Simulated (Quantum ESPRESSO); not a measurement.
**Magnetic state of YCo2Ge2 from several starts**

A self-consistent run ends on one state, which hangs on the start. Several orders of YCo2Ge2 are started in Quantum ESPRESSO and their energies compared.

Program: Quantum ESPRESSO 7.5. Level of theory: LDA; plane waves with GBRV 1.5 LDA potentials, no spin-orbit coupling. Results are calculated unless marked as measured.

Report form: the programs' logs are mostly left out.

## (1) Starting point

The structure is tetragonal, space group I4/mmm (No. 139). The conventional cell has a = 3.970 Å, b = 3.970 Å, c = 10.060 Å, α = 90.00°, β = 90.00°, γ = 90.00°. Nearest to Y lie 8 Ge at 3.09 Å and 8 Co at 3.20 Å. Co has 4 Ge at 2.33 Å and 4 Co at 2.81 Å and 4 Y at 3.20 Å nearest. Nearest to Ge lie 4 Co at 2.33 Å and 1 Ge at 2.59 Å and 4 Y at 3.09 Å. Farther neighbours are not listed.

Structure file:

```cif
data_structure
_symmetry_space_group_name_H-M 'P 1'
_symmetry_Int_Tables_number 1
_cell_length_a 5.7603
_cell_length_b 5.7603
_cell_length_c 5.7603
_cell_angle_alpha 139.685
_cell_angle_beta 139.685
_cell_angle_gamma 58.331
_cell_volume 79.28
loop_
_atom_site_label
_atom_site_type_symbol
_atom_site_fract_x
_atom_site_fract_y
_atom_site_fract_z
_atom_site_occupancy
Y1 Y 0.00000 0.00000 0.00000 1
Co2 Co 0.75000 0.25000 0.50000 1
Co3 Co 0.25000 0.75000 0.50000 1
Ge4 Ge 0.62888 0.62888 0.00000 1
Ge5 Ge 0.37112 0.37112 0.00000 1
```

The cell comes from Materials Project 2023-11-01, a database of computed structures, and need not be the stable phase.

## (2) Run 1, typed as ferro ++

The signs are those of the starting moments on the seeded atoms, the atoms that are given a moment.

pw.in reads:

```
&CONTROL
  calculation = 'scf'
  prefix = 'pwscf'
  outdir = './tmp'
  pseudo_dir = './pseudo'
  disk_io = 'nowf'
/
&SYSTEM
  ibrav = 0
  nat = 5
  ntyp = 3
  ecutwfc = 40
  ecutrho = 280
  nbnd = 49
  occupations = 'smearing'
  smearing = 'fd'
  degauss = 0.00734986
  nspin = 2
  starting_magnetization(1) = 0
  starting_magnetization(2) = 0.1176
  starting_magnetization(3) = 0
/
&ELECTRONS
  conv_thr = 1d-08
  electron_maxstep = 150
  mixing_beta = 0.3
/
ATOMIC_SPECIES
Y      88.9058 y_lda_v1.4.uspp.F.UPF
Co     58.9332 co_lda_v1.2.uspp.F.UPF
Ge     72.6300 ge_lda_v1.4.uspp.F.UPF
CELL_PARAMETERS angstrom
  -1.9850000000    1.9850000000    5.0300000000
   1.9850000000   -1.9850000000    5.0300000000
   1.9850000000    1.9850000000   -5.0300000000
ATOMIC_POSITIONS crystal
Y       0.0000000000    0.0000000000    0.0000000000
Co      0.7500000000    0.2500000000    0.5000000000
Co      0.2500000000    0.7500000000    0.5000000000
Ge      0.6288805400    0.6288805400    0.0000000000
Ge      0.3711194600    0.3711194600    0.0000000000
K_POINTS automatic
10 10 10 0 0 0
```

The run is started by

```console
$ OMP_NUM_THREADS=1 mpirun -n 4 pw.x -nk 4 -in pw.in > pw.out
```

Run time: 5.3 min. Hardware: 4 MPI ranks of Arm Neoverse V1, shared host; peak memory 0.83 GiB; 21 min of CPU time.

Spin moment in the atom's sphere by atom:

```csv
atom,spin moment in the atom's sphere (μB)
Y1,0.0000
Co2,-0.0001
Co3,-0.0001
Ge4,0.0000
Ge5,0.0000
```

This step gave:

| Quantity | Value |
| --- | --- |
| smearing term TS | 0.1205 eV |
| magnetization | 0 μB |
| absolute magnetization | 0 μB |
| final state | non-magnetic |

## (3) Start 2: antiferro q=(1/2,1/2,1/2) +−+−

The cell is doubled to 10 atoms to hold this order. The wavevector q is in fractions of the reciprocal vectors of the crystal's primitive cell, as the cells of these inputs are built from it; moments change sign between cells as cos(2π q·R).

pw.in reads:

```
&CONTROL
  calculation = 'scf'
  prefix = 'pwscf'
  outdir = './tmp'
  pseudo_dir = './pseudo'
  disk_io = 'nowf'
/
&SYSTEM
  ibrav = 0
  nat = 10
  ntyp = 4
  ecutwfc = 40
  ecutrho = 280
  nbnd = 90
  occupations = 'smearing'
  smearing = 'fd'
  degauss = 0.00734986
  nspin = 2
  starting_magnetization(1) = 0
  starting_magnetization(2) = 0.1176
  starting_magnetization(3) = -0.1176
  starting_magnetization(4) = 0
/
&ELECTRONS
  conv_thr = 2d-08
  electron_maxstep = 150
  mixing_beta = 0.3
/
ATOMIC_SPECIES
Y      88.9058 y_lda_v1.4.uspp.F.UPF
Co1    58.9332 co_lda_v1.2.uspp.F.UPF
Co2    58.9332 co_lda_v1.2.uspp.F.UPF
Ge     72.6300 ge_lda_v1.4.uspp.F.UPF
CELL_PARAMETERS angstrom
  -3.9700000000    3.9700000000   10.0600000000
   0.0000000000    0.0000000000   10.0600000000
   0.0000000000    3.9700000000    0.0000000000
ATOMIC_POSITIONS crystal
Y       0.0000000000    0.0000000000    0.0000000000
Y       0.5000000000    0.0000000000    0.0000000000
Co1     0.0000000000    0.2500000000    0.5000000000
Co2     0.5000000000    0.2500000000    0.5000000000
Co1     0.5000000000    0.7500000000    0.5000000000
Co2     0.0000000000    0.7500000000    0.5000000000
Ge      0.0000000000    0.6288805400    0.0000000000
Ge      0.5000000000    0.6288805400    0.0000000000
Ge      0.0000000000    0.3711194600    0.0000000000
Ge      0.5000000000    0.3711194600    0.0000000000
K_POINTS automatic
5 10 10 0 0 0
```

Run time: 18 min. Hardware: 4 MPI ranks; peak memory 1.6 GiB; 71 min of CPU time.

Spin moment in the atom's sphere by atom:

```csv
atom,spin moment in the atom's sphere (μB)
Y1,0.0000
Y2,0.0000
Co3,-0.0002
Co4,-0.0005
Co5,-0.0002
Co6,-0.0005
Ge7,0.0000
Ge8,0.0000
Ge9,0.0000
Ge10,0.0000
```

This step gave:

```
smearing term TS       : 0.2411 eV
magnetization          : 0 μB
absolute magnetization : 0 μB
final state            : non-magnetic
```

## (4) Run 3 (antiferro q=(0,0,1/2) +−+−)

The cell is doubled to 10 atoms to hold this order.

pw.in reads:

```
&CONTROL
  calculation = 'scf'
  prefix = 'pwscf'
  outdir = './tmp'
  pseudo_dir = './pseudo'
  disk_io = 'nowf'
/
&SYSTEM
  ibrav = 0
  nat = 10
  ntyp = 4
  ecutwfc = 40
  ecutrho = 280
  nbnd = 90
  occupations = 'smearing'
  smearing = 'fd'
  degauss = 0.00734986
  nspin = 2
  starting_magnetization(1) = 0
  starting_magnetization(2) = 0.1176
  starting_magnetization(3) = -0.1176
  starting_magnetization(4) = 0
/
&ELECTRONS
  conv_thr = 2d-08
  electron_maxstep = 150
  mixing_beta = 0.3
/
ATOMIC_SPECIES
Y      88.9058 y_lda_v1.4.uspp.F.UPF
Co1    58.9332 co_lda_v1.2.uspp.F.UPF
Co2    58.9332 co_lda_v1.2.uspp.F.UPF
Ge     72.6300 ge_lda_v1.4.uspp.F.UPF
CELL_PARAMETERS angstrom
  -1.9850000000    1.9850000000    5.0300000000
   1.9850000000   -1.9850000000    5.0300000000
   3.9700000000    3.9700000000  -10.0600000000
ATOMIC_POSITIONS crystal
Y       0.0000000000    0.0000000000    0.0000000000
Y       0.0000000000    0.0000000000    0.5000000000
Co1     0.7500000000    0.2500000000    0.2500000000
Co2     0.7500000000    0.2500000000    0.7500000000
Co1     0.2500000000    0.7500000000    0.2500000000
Co2     0.2500000000    0.7500000000    0.7500000000
Ge      0.6288805400    0.6288805400    0.0000000000
Ge      0.6288805400    0.6288805400    0.5000000000
Ge      0.3711194600    0.3711194600    0.0000000000
Ge      0.3711194600    0.3711194600    0.5000000000
K_POINTS automatic
10 10 5 0 0 0
```

It took 23 min on 4 MPI ranks; peak memory 2 GiB.

Spin moment in the atom's sphere by atom:

```csv
atom,spin moment in the atom's sphere (μB)
Y1,0.0000
Y2,0.0000
Co3,0.0001
Co4,0.0000
Co5,0.0001
Co6,0.0000
Ge7,0.0000
Ge8,0.0000
Ge9,0.0000
Ge10,0.0000
```

Numbers from this step:

| Quantity | Value |
| --- | --- |
| smearing term TS | 0.2411 eV |
| magnetization | 0 μB |
| absolute magnetization | 0 μB |
| final state | non-magnetic |

## (5) Start 4: no spin polarisation

pw.in reads:

```
&CONTROL
  calculation = 'scf'
  prefix = 'pwscf'
  outdir = './tmp'
  pseudo_dir = './pseudo'
  disk_io = 'nowf'
/
&SYSTEM
  ibrav = 0
  nat = 5
  ntyp = 3
  ecutwfc = 40
  ecutrho = 280
  nbnd = 47
  occupations = 'smearing'
  smearing = 'fd'
  degauss = 0.00734986
/
&ELECTRONS
  conv_thr = 1d-08
  electron_maxstep = 150
  mixing_beta = 0.3
/
ATOMIC_SPECIES
Y      88.9058 y_lda_v1.4.uspp.F.UPF
Co     58.9332 co_lda_v1.2.uspp.F.UPF
Ge     72.6300 ge_lda_v1.4.uspp.F.UPF
CELL_PARAMETERS angstrom
  -1.9850000000    1.9850000000    5.0300000000
   1.9850000000   -1.9850000000    5.0300000000
   1.9850000000    1.9850000000   -5.0300000000
ATOMIC_POSITIONS crystal
Y       0.0000000000    0.0000000000    0.0000000000
Co      0.7500000000    0.2500000000    0.5000000000
Co      0.2500000000    0.7500000000    0.5000000000
Ge      0.6288805400    0.6288805400    0.0000000000
Ge      0.3711194600    0.3711194600    0.0000000000
K_POINTS automatic
10 10 10 0 0 0
```

Run time: 98 s. Hardware: 4 MPI ranks; peak memory 0.57 GiB.

Read from the output:

```
smearing term TS : 0.1205 eV
final state      : non-magnetic (no spin polarisation)
```

## (6) Ranking

An order is kept where moments of 0.15 μB or more survive with the typed signs; meshes match where a doubled cell samples the same k points as the first cell.

Orders:

```csv
start,final state,typed order kept,energy over the lowest (meV a seeded atom),largest site moment (μB),net moment (μB a cell of the first run),mesh matched,CPU time (s)
ferro ++,non-magnetic,no,0.02287,0,0,yes,1271
"antiferro q=(1/2,1/2,1/2) +-+-",non-magnetic,no,0,0,6.07e-4,yes,4265
"antiferro q=(0,0,1/2) +-+-",non-magnetic,no,0.02288,0,0,yes,5437
no spin polarisation,non-magnetic,-,0.02288,0,0,yes,390.5
```

## (7) What came out

```yaml
lowest_state_found: non-magnetic (from ferro ++, antiferro q=(1/2,1/2,1/2) +-+-, antiferro q=(0,0,1/2) +-+- and no spin polarisation)
largest_site_moment: 0 μB
```

What this shows: The lowest state carries no moment, and no start kept one. This is the lowest of 4 collinear or spinless starts, no proof of the ground state. Energies are free energies at an electronic temperature of 1160 K, which lowers moments and differences where the moments are itinerant.

[Logs and program files are shortened in this print: banners, set-up blocks, solver, clock and traceback lines can be left out without a mark of their own.]

[Logs are printed without paths, hosts, clocks, repeated set-up lines and the standing remarks that a program may print on its own settings, such as how far it seeks lower states.]

[Hosts, paths, dates, database ids (printed as entryN), source tags and the programs' standing remarks are cut or masked in the printed files.]

[Where a cell is said to come from a database of computed structures, the database is the Materials Project.]
